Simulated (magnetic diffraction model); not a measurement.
**Which magnetic order? NaCe3SnTe7**

Space group P6_3 (no. 173), a = 10.6920 Å, c = 6.2920 Å.

```
site  atom       x       y       z
  6c    Ce  0.6338  0.8676  0.7409
  6c    Te  0.1017  0.5197  0.0115
  6c    Te  0.9015  0.1629  0.7770
  2b    Te     1/3     2/3  0.5325
  2b    Sn     1/3     2/3  0.1643
  2a    Na       0       0  0.0285
```

This is a made-up structure (elements placed in a structure type, unrelaxed), so the numbers test the method and describe no known phase.

Only Ce is taken to order (form factors of Ce3+); orders and moment sizes are assumed, and not adapted to the symmetry. Radiation: neutrons of λ = 1.909 Å, 3° to 30°; isotropic B of 0.26 Å² (Ce), 0.23 Å² (Te), 0.33 Å² (Sn) and 0.52 Å² (Na). Simulated constant-wavelength pattern: nuclear and magnetic terms add, the magnetic one as |2.695 fm × Σ f S⊥ exp(2πi Q·r) exp(−B s²)|², summed over all Q at one angle with the factor 1/(sin²θ cos θ). For collinear order S is the moment m, which repeats by lattice and centring translations R with the sign exp(−2πi k·R). Free-ion form factors, Sears's scattering lengths of 1992, no absorption; a label names one of the reflections at its angle. The strongest nuclear line in the range is 100, and lines under 0.2 are left out.

Above the ordering temperature:

```csv
2θ (°),index,I
11.83,(1 0 0),3.5
20.57,(1 1 0),94.4
21.14,(1 0 1),100.0
23.80,(2 0 0),36.2
27.10,(1 1 1),72.8
29.66,(2 0 1),25.7
```

Below it (cell unchanged):

```csv
2θ (°),I
11.83,195.0
17.45,26.3
20.57,150.2
21.14,285.4
23.80,48.8
27.10,116.7
29.66,53.3
```

**Question.** Find the propagation vector, then choose among these models:
A. collinear moments along [001], 1.8 μB on Ce; signs + at (0.6338, 0.8676, 0.7409), − at (0.2338, 0.3662, 0.7409), − at (0.1324, 0.7662, 0.7409), + at (0.3662, 0.1324, 0.2409), − at (0.7662, 0.6338, 0.2409), + at (0.8676, 0.2338, 0.2409)
B. collinear moments along [100], 1.8 μB on Ce; signs + at (0.6338, 0.8676, 0.7409), − at (0.2338, 0.3662, 0.7409), − at (0.1324, 0.7662, 0.7409), + at (0.3662, 0.1324, 0.2409), + at (0.7662, 0.6338, 0.2409), + at (0.8676, 0.2338, 0.2409)
C. collinear moments along [100], 1.8 μB on Ce; signs + at (0.6338, 0.8676, 0.7409), − at (0.2338, 0.3662, 0.7409), − at (0.1324, 0.7662, 0.7409), + at (0.3662, 0.1324, 0.2409), − at (0.7662, 0.6338, 0.2409), + at (0.8676, 0.2338, 0.2409)
D. collinear moments along [001], 1.8 μB on Ce; signs + at (0.6338, 0.8676, 0.7409), − at (0.2338, 0.3662, 0.7409), − at (0.1324, 0.7662, 0.7409), + at (0.3662, 0.1324, 0.2409), + at (0.7662, 0.6338, 0.2409), + at (0.8676, 0.2338, 0.2409)

No line moves, and magnetic intensity falls on nuclear lines such as the one at 11.83°; new lines at (0 0 1) have whole indices that obey the lattice centring, at places with no nuclear intensity to speak of, so the magnetic cell equals the chemical primitive cell: k = 0.

Magnetic intensity, observed (below minus above) and for each model:

| 2θ (°) | index | observed | A | B | C | D |
| --- | --- | --- | --- | --- | --- | --- |
| 11.83 | (1 0 0) | 191.4 | 279.5 | 80.4 | 191.4 | 231.4 |
| 17.45 | (0 0 1) | 26.3 | <0.2 | 105.0 | 26.3 | <0.2 |
| 20.57 | (1 1 0) | 55.8 | 123.0 | 47.6 | 55.8 | 82.5 |
| 21.14 | (1 0 1) | 185.4 | 69.1 | 88.2 | 185.4 | 33.5 |
| 23.80 | (2 0 0) | 12.7 | 48.9 | 41.6 | 12.7 | 107.1 |
| 27.10 | (1 1 1) | 43.9 | 36.0 | 67.8 | 43.9 | 48.4 |
| 29.66 | (2 0 1) | 27.6 | 24.8 | 56.8 | 27.6 | 48.8 |

Model C matches.

The structure used: k = (0 0 0), collinear moments along [100], 1.8 μB on Ce; signs + at (0.6338, 0.8676, 0.7409), − at (0.2338, 0.3662, 0.7409), − at (0.1324, 0.7662, 0.7409), + at (0.3662, 0.1324, 0.2409), − at (0.7662, 0.6338, 0.2409), + at (0.8676, 0.2338, 0.2409).

[Logs are printed without paths, hosts, clocks, repeated set-up lines and the standing remarks that a program may print on its own settings, such as how far it seeks lower states.]
